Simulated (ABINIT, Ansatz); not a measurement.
**Zr (Zirconium): from the cell to the phonon bands**

How does Zr (Zirconium) vibrate, and is this structure a minimum?

Calculated with ABINIT 10.8.3; DFT PBE, scalar-relativistic, plane waves, PseudoDojo norm-conserving pseudopotentials.

**1. Starting point**

Symmetry: P6_3/mmc, No. 194, hexagonal system. Conventional cell: a = 3.232 Å, b = 3.232 Å, c = 5.147 Å, α = 90.00°, β = 90.00°, γ = 120.00°. Zr has 12 Zr at 3.18 to 3.23 Å nearest.

Structure file:

```cif
data_structure
_symmetry_space_group_name_H-M 'P 1'
_symmetry_Int_Tables_number 1
_cell_length_a 3.2320
_cell_length_b 3.2320
_cell_length_c 5.1470
_cell_angle_alpha 90.000
_cell_angle_beta 90.000
_cell_angle_gamma 120.000
_cell_volume 46.56
loop_
_atom_site_label
_atom_site_type_symbol
_atom_site_fract_x
_atom_site_fract_y
_atom_site_fract_z
_atom_site_occupancy
Zr1 Zr 0.33333 0.66667 0.25000 1
Zr2 Zr 0.66667 0.33333 0.75000 1
```

**2. A probe with smearing**

A first run with smearing and empty bands tells whether the crystal has a gap, which decides between fixed occupations and smearing later on.

Input file probe.abi:

```
# ground state
tolvrs 1.0d-08
prtden 1
prtwf 1

# basis, mesh and filling
ecut 29.0
ngkpt 6 6 4
nshiftk 1
shiftk 0.0 0.0 0.0
istwfk *1
occopt 7
tsmear 0.005
nband 19
nstep 100
diemac 9.0
prtebands 0
prtgsr 0

# cell and atoms
acell 6.107594835 6.107594835 9.726420363
rprim 
    1.0 0.0 0.0
    -0.5 0.8660254038 0.0
    0.0 0.0 1.0
ntypat 1
znucl 40
natom 2
typat 1 1
xred 
    1/3 2/3 0.25
    2/3 1/3 0.75
pp_dirpath "./pseudo"
pseudos "Zr.upf"
```

The run is started by

```console
$ OMP_NUM_THREADS=1 mpirun -n 16 abinit probe.abi > probe.log
```

Numbers of over 12 decimals in the logs are rounded to 6 here.

probe.abo, the main output file:

```text
[banners, grids, parts of the stress and lines that vanish by symmetry left out]
- input  file    -> probe.abi
- output file    -> probe.abo
- root for input  files -> probei
[...]
Symmetries : space group P6_3/m m c (#194); Bravais hP (primitive hexag.)
[...]
mpw =        2388          nfft =       43200          nkpt =          21
[...]
== DATASET  1 ==================================================================
[...]
-    --> not optimal distribution: autoparal keyword recommended in input file <--
[...]
cutoff_energies: {ecut:  29.0, pawecutdg:  -1.0, }
[...]
ETOT  1  -101.19384763470    -1.012E+02 1.001E-01 1.738E+01
 ETOT  2  -101.24115716656    -4.731E-02 1.593E-02 1.585E+00
 ETOT  3  -101.24164249402    -4.853E-04 2.378E-03 1.474E-03
 ETOT  4  -101.24164308795    -5.939E-07 1.496E-03 1.877E-05
 ETOT  5  -101.24164309591    -7.966E-09 5.466E-04 3.744E-07
 ETOT  6  -101.24164309612    -2.105E-10 8.060E-04 1.115E-08
 ETOT  7  -101.24164309613    -8.001E-12 2.180E-04 1.973E-10
 At SCF step    7       vres2   =  1.97E-10 < tolvrs=  1.00E-08 =>converged.
[...]
sigma(1 1)=  1.41982313E-05  sigma(3 2)=  0.00000000E+00
  sigma(2 2)=  1.41982310E-05  sigma(3 1)=  0.00000000E+00
  sigma(3 3)= -1.58121899E-05  sigma(2 1)=  0.00000000E+00
[...]
convergence: {deltae: -8.001E-12, res2:  1.973E-10, residm:  2.180E-04, diffor: null, }
etotal    :  -1.01241643E+02
[...]
sigma(1 1)=  1.41982313E-05  sigma(3 2)=  0.00000000E+00
  sigma(2 2)=  1.41982310E-05  sigma(3 1)=  0.00000000E+00
  sigma(3 3)= -1.58121899E-05  sigma(2 1)=  0.00000000E+00
[...]
- sigma(1 1)=  4.17726386E-01  sigma(3 2)=  0.00000000E+00
- sigma(2 2)=  4.17726377E-01  sigma(3 1)=  0.00000000E+00
- sigma(3 3)= -4.65210688E-01  sigma(2 1)=  0.00000000E+00
[...]
fcart      1.1021708610E-29  3.1816932164E-29 -0.0000000000E+00
           strten      1.4198231287E-05  1.4198230958E-05 -1.5812189903E-05
================================================================================

[key lines of the parts left out:]
pressure_GPa:  -1.2341E-01
```

The job ended after 4.2 s (16 MPI ranks of Arm Neoverse V1, shared host; 64 s of CPU time).

Read from the output:

```
volume per atom   : 23.28 Å³
pressure          : -0.1234 GPa
gap on the k-mesh : 0 eV
```

No gap opens on this mesh, so smearing is kept; the printed pressure holds the stress of the finite basis too.

**3. Relaxing the cell and atoms**

The harmonic expansion needs vanishing forces, and a free crystal bears no stress, so cell and atoms are brought to rest. Stress is more sensitive to the basis than forces are: the last 3 Ha under the cutoff are smoothed with ecutsm, and the cutoff is raised above that of the later runs.

Input file relax.abi:

```
# relaxation
ionmov 2
optcell 2
dilatmx 1.08
ntime 40
tolmxf 1.0d-05
tolvrs 1.0d-14
prtwf 0
prtden 0
chksymtnons 0

# basis, mesh and filling
ecut 36.0
ecutsm 3.0
ngkpt 15 15 8
nshiftk 1
shiftk 0.0 0.0 0.0
istwfk *1
occopt 7
tsmear 0.01
nband 19
nstep 100
diemac 1000000.0
prtebands 0
prtgsr 0

# cell and atoms
acell 6.107594835 6.107594835 9.726420363
rprim 
    1.0 0.0 0.0
    -0.5 0.8660254038 0.0
    0.0 0.0 1.0
ntypat 1
znucl 40
natom 2
typat 1 1
xred 
    1/3 2/3 0.25
    2/3 1/3 0.75
pp_dirpath "./pseudo"
pseudos "Zr.upf"
```

The run is started by

```console
$ OMP_NUM_THREADS=1 mpirun -n 16 abinit relax.abi > relax.log
```

relax.abo, the main output file:

```text
[banners, grids, parts of the stress and lines that vanish by symmetry left out]
- input  file    -> relax.abi
- output file    -> relax.abo
- root for input  files -> relaxi
[...]
Symmetries : space group P6_3/m m c (#194); Bravais hP (primitive hexag.)
[...]
mpw =        4128          nfft =       77760          nkpt =         135
[...]
== DATASET  1 ==================================================================
[...]
cutoff_energies: {ecut:  36.0, pawecutdg:  -1.0, }
[...]
ETOT  1  -101.19070544405    -1.012E+02 1.667E-01 2.912E+01
 ETOT  2  -101.24306821610    -5.236E-02 2.096E-02 1.187E+00
 ETOT  3  -101.24327986513    -2.116E-04 6.910E-03 5.612E-03
 ETOT  4  -101.24328068391    -8.188E-07 2.942E-03 1.930E-05
 ETOT  5  -101.24328068932    -5.405E-09 2.165E-03 3.946E-07
[...]
At SCF step   10       vres2   =  3.45E-15 < tolvrs=  1.00E-14 =>converged.
[...]
sigma(1 1)= -1.29967888E-05  sigma(3 2)=  0.00000000E+00
  sigma(2 2)= -1.29967891E-05  sigma(3 1)=  0.00000000E+00
  sigma(3 3)= -3.65100499E-05  sigma(2 1)=  0.00000000E+00
[...]
convergence: {deltae: -3.837E-13, res2:  3.454E-15, residm:  5.073E-04, diffor: null, }
etotal    :  -1.01243281E+02
[...]
ETOT  1  -101.24327495325    -1.012E+02 4.423E-04 1.292E-01
[...]
At SCF step    8       vres2   =  6.63E-16 < tolvrs=  1.00E-14 =>converged.
[...]
sigma(1 1)= -7.72434370E-06  sigma(3 2)=  0.00000000E+00
  sigma(2 2)= -7.72434403E-06  sigma(3 1)=  0.00000000E+00
  sigma(3 3)= -2.84694984E-05  sigma(2 1)=  0.00000000E+00
[...]
convergence: {deltae:  5.684E-13, res2:  6.628E-16, residm:  3.507E-05, diffor: null, }
etotal    :  -1.01243294E+02
[...]
ETOT  1  -101.24314842675    -1.012E+02 1.620E-05 1.077E+00
[...]
At SCF step    8       vres2   =  5.34E-15 < tolvrs=  1.00E-14 =>converged.
[...]
sigma(1 1)=  6.57718092E-06  sigma(3 2)=  0.00000000E+00
  sigma(2 2)=  6.57718060E-06  sigma(3 1)=  0.00000000E+00
  sigma(3 3)= -4.96902521E-06  sigma(2 1)=  0.00000000E+00
[...]
convergence: {deltae:  3.467E-12, res2:  5.341E-15, residm:  6.742E-06, diffor: null, }
etotal    :  -1.01243313E+02
[...]
ETOT  1  -101.24331295911    -1.012E+02 4.767E-05 4.379E-03
[...]
At SCF step    8       vres2   =  1.21E-15 < tolvrs=  1.00E-14 =>converged.
[...]
sigma(1 1)=  6.41640031E-06  sigma(3 2)=  0.00000000E+00
  sigma(2 2)=  6.41639998E-06  sigma(3 1)=  0.00000000E+00
  sigma(3 3)= -3.52829669E-06  sigma(2 1)=  0.00000000E+00
[...]
convergence: {deltae:  9.237E-13, res2:  1.207E-15, residm:  2.802E-06, diffor: null, }
etotal    :  -1.01243314E+02
[...]
ETOT  1  -101.24328606051    -1.012E+02 1.830E-01 1.600E-01
[...]
At SCF step    8       vres2   =  3.98E-15 < tolvrs=  1.00E-14 =>converged.
[...]
sigma(1 1)=  1.75182618E-06  sigma(3 2)=  0.00000000E+00
  sigma(2 2)=  1.75182585E-06  sigma(3 1)=  0.00000000E+00
  sigma(3 3)=  1.26437144E-06  sigma(2 1)=  0.00000000E+00
[...]
convergence: {deltae:  3.979E-13, res2:  3.981E-15, residm:  1.335E-06, diffor: null, }
etotal    :  -1.01243318E+02
[...]
ETOT  1  -101.24331697663    -1.012E+02 1.055E-02 5.929E-03
[...]
At SCF step    8       vres2   =  1.15E-16 < tolvrs=  1.00E-14 =>converged.
[...]
sigma(1 1)=  3.28626134E-07  sigma(3 2)=  0.00000000E+00
  sigma(2 2)=  3.28625809E-07  sigma(3 1)=  0.00000000E+00
  sigma(3 3)=  4.33082279E-07  sigma(2 1)=  0.00000000E+00
[...]
convergence: {deltae:  7.105E-14, res2:  1.146E-16, residm:  2.084E-06, diffor: null, }
etotal    :  -1.01243318E+02
[...]
ETOT  1  -101.24331783522    -1.012E+02 4.620E-05 4.240E-04
[...]
ETOT  6  -101.24331789827     3.979E-13 2.358E-07 4.314E-14
 ETOT  7  -101.24331789827    -2.416E-13 1.650E-07 4.845E-16
 At SCF step    7       vres2   =  4.84E-16 < tolvrs=  1.00E-14 =>converged.
[...]
sigma(1 1)=  1.68477539E-09  sigma(3 2)=  0.00000000E+00
  sigma(2 2)=  1.68445093E-09  sigma(3 1)=  0.00000000E+00
  sigma(3 3)=  2.26386418E-08  sigma(2 1)=  0.00000000E+00
[...]
convergence: {deltae: -2.416E-13, res2:  4.845E-16, residm:  1.650E-07, diffor: null, }
etotal    :  -1.01243318E+02
[...]
At Broyd/MD step   7, gradients are converged :
[...]
sigma(1 1)=  1.68477539E-09  sigma(3 2)=  0.00000000E+00
  sigma(2 2)=  1.68445093E-09  sigma(3 1)=  0.00000000E+00
  sigma(3 3)=  2.26386418E-08  sigma(2 1)=  0.00000000E+00
[...]
- sigma(1 1)=  4.95678033E-05  sigma(3 2)=  0.00000000E+00
- sigma(2 2)=  4.95582573E-05  sigma(3 1)=  0.00000000E+00
- sigma(3 3)=  6.66051838E-04  sigma(2 1)=  0.00000000E+00
[...]
fcart     -8.8201478997E-29 -5.0923147641E-29 -0.0000000000E+00
           strten      1.6847753886E-09  1.6844509294E-09  2.2638641845E-08
================================================================================

[key lines of the parts left out:]
pressure_GPa:  -2.5506E-04
Total energy (etotal) [Ha]= -1.01243317898269E+02
```

Wall time 2.2 min (16 MPI ranks).

The steps of the relaxation:

```
step  energy less that of the first step (eV)  largest force (eV/Å)  volume (Å³)
   1                                   0.0000                0.0000        46.56
   2                                  -0.0004                0.0000        46.65
   3                                  -0.0009                0.0000        46.90
   4                                  -0.0009                0.0000        46.90
   5                                  -0.0010                0.0000        46.87
   6                                  -0.0010                0.0000        46.85
   7                                  -0.0010                0.0000        46.85
```

```
conventional cell, symmetrised  before  after  change
                         a (Å)   3.232  3.231  -0.0 %
                         b (Å)   3.232  3.231  -0.0 %
                         c (Å)   5.147  5.182  +0.7 %
              volume (Å³/atom)   23.28  23.42  +0.6 %
```

The relaxed structure:

```
Zr
1.0
     3.23098    0.00000    0.00000
    -1.61549    2.79811    0.00000
     0.00000    0.00000    5.18179
Zr
2
Direct
  0.33333 0.66667 0.25000
  0.66667 0.33333 0.75000
```

This step gave:

| Quantity | Value |
| --- | --- |
| volume per atom | 23.42 Å³ |
| pressure | -2.55e-4 GPa |

The volume changes by +0.6 % in this run and stands +0.6 % from the first cell.

**4. Ground state**

The response is built on these wavefunctions, so the potential is converged far more tightly than an energy would need. Smearing stays on, as the first look found no gap above 0.3 eV.

Input file gs.abi:

```
# ground state
tolvrs 1.0d-16
prtden 1
prtwf 1

# basis, mesh and filling
ecut 29.0
ngkpt 15 15 8
nshiftk 1
shiftk 0.0 0.0 0.0
istwfk *1
occopt 7
tsmear 0.01
nband 19
nstep 100
diemac 1000000.0
prtebands 0
prtgsr 0

# cell and atoms
acell 6.105669097 6.105669097 9.79216637
rprim 
    1.0 0.0 0.0
    -0.5 0.8660254038 0.0
    0.0 0.0 1.0
ntypat 1
znucl 40
natom 2
typat 1 1
xred 
    1/3 2/3 0.25
    2/3 1/3 0.75
pp_dirpath "./pseudo"
pseudos "Zr.upf"
```

The run is started by

```console
$ OMP_NUM_THREADS=1 mpirun -n 16 abinit gs.abi > gs.log
```

gs.abo, the main output file:

```text
[banners, grids, parts of the stress and lines that vanish by symmetry left out]
- input  file    -> gs.abi
- output file    -> gs.abo
- root for input  files -> gsi
[...]
Symmetries : space group P6_3/m m c (#194); Bravais hP (primitive hexag.)
[...]
mpw =        2406          nfft =       43200          nkpt =         135
[...]
== DATASET  1 ==================================================================
[...]
cutoff_energies: {ecut:  29.0, pawecutdg:  -1.0, }
[...]
ETOT  1  -101.19451219831    -1.012E+02 1.262E-01 1.736E+01
 ETOT  2  -101.24265217120    -4.814E-02 4.096E-02 9.610E-01
 ETOT  3  -101.24295642077    -3.042E-04 7.926E-03 1.501E-03
 ETOT  4  -101.24295693989    -5.191E-07 3.216E-03 1.858E-05
 ETOT  5  -101.24295694722    -7.333E-09 1.764E-03 2.652E-07
[...]
ETOT 10  -101.24295694739    -5.116E-13 1.472E-03 1.637E-15
 ETOT 11  -101.24295694739     8.384E-13 3.485E-04 4.397E-17
 At SCF step   11       vres2   =  4.40E-17 < tolvrs=  1.00E-16 =>converged.
[...]
sigma(1 1)=  1.55418668E-05  sigma(3 2)=  0.00000000E+00
  sigma(2 2)=  1.55418665E-05  sigma(3 1)=  0.00000000E+00
  sigma(3 3)=  1.54997658E-05  sigma(2 1)=  0.00000000E+00
[...]
convergence: {deltae:  8.384E-13, res2:  4.397E-17, residm:  3.485E-04, diffor: null, }
etotal    :  -1.01242957E+02
[...]
sigma(1 1)=  1.55418668E-05  sigma(3 2)=  0.00000000E+00
  sigma(2 2)=  1.55418665E-05  sigma(3 1)=  0.00000000E+00
  sigma(3 3)=  1.54997658E-05  sigma(2 1)=  0.00000000E+00
[...]
- sigma(1 1)=  4.57257508E-01  sigma(3 2)=  0.00000000E+00
- sigma(2 2)=  4.57257499E-01  sigma(3 1)=  0.00000000E+00
- sigma(3 3)=  4.56018853E-01  sigma(2 1)=  0.00000000E+00
[...]
fcart     -1.1025184875E-29  1.9096180366E-29 -0.0000000000E+00
           strten      1.5541866815E-05  1.5541866490E-05  1.5499765756E-05
================================================================================

[key lines of the parts left out:]
pressure_GPa:  -4.5684E-01
```

Run time: 16 s. Hardware: 16 MPI ranks; 4.3 min of CPU time.

Numbers from this step:

```
pressure : -0.4568 GPa
```

The cell stands at -0.46 GPa: the relaxation ran with a smoothed and higher cutoff, and the difference is a stress of the finite basis.

(Part 1 of 4 ends here.)

[Host names and launcher messages were left out of these logs when they were recorded.]

[Logs are printed without paths, hosts, clocks, repeated set-up lines and the standing remarks that a program may print on its own settings, such as how far it seeks lower states.]

[Hosts, paths, dates, database ids (printed as entryN), source tags and the programs' standing remarks are cut or masked in the printed files.]
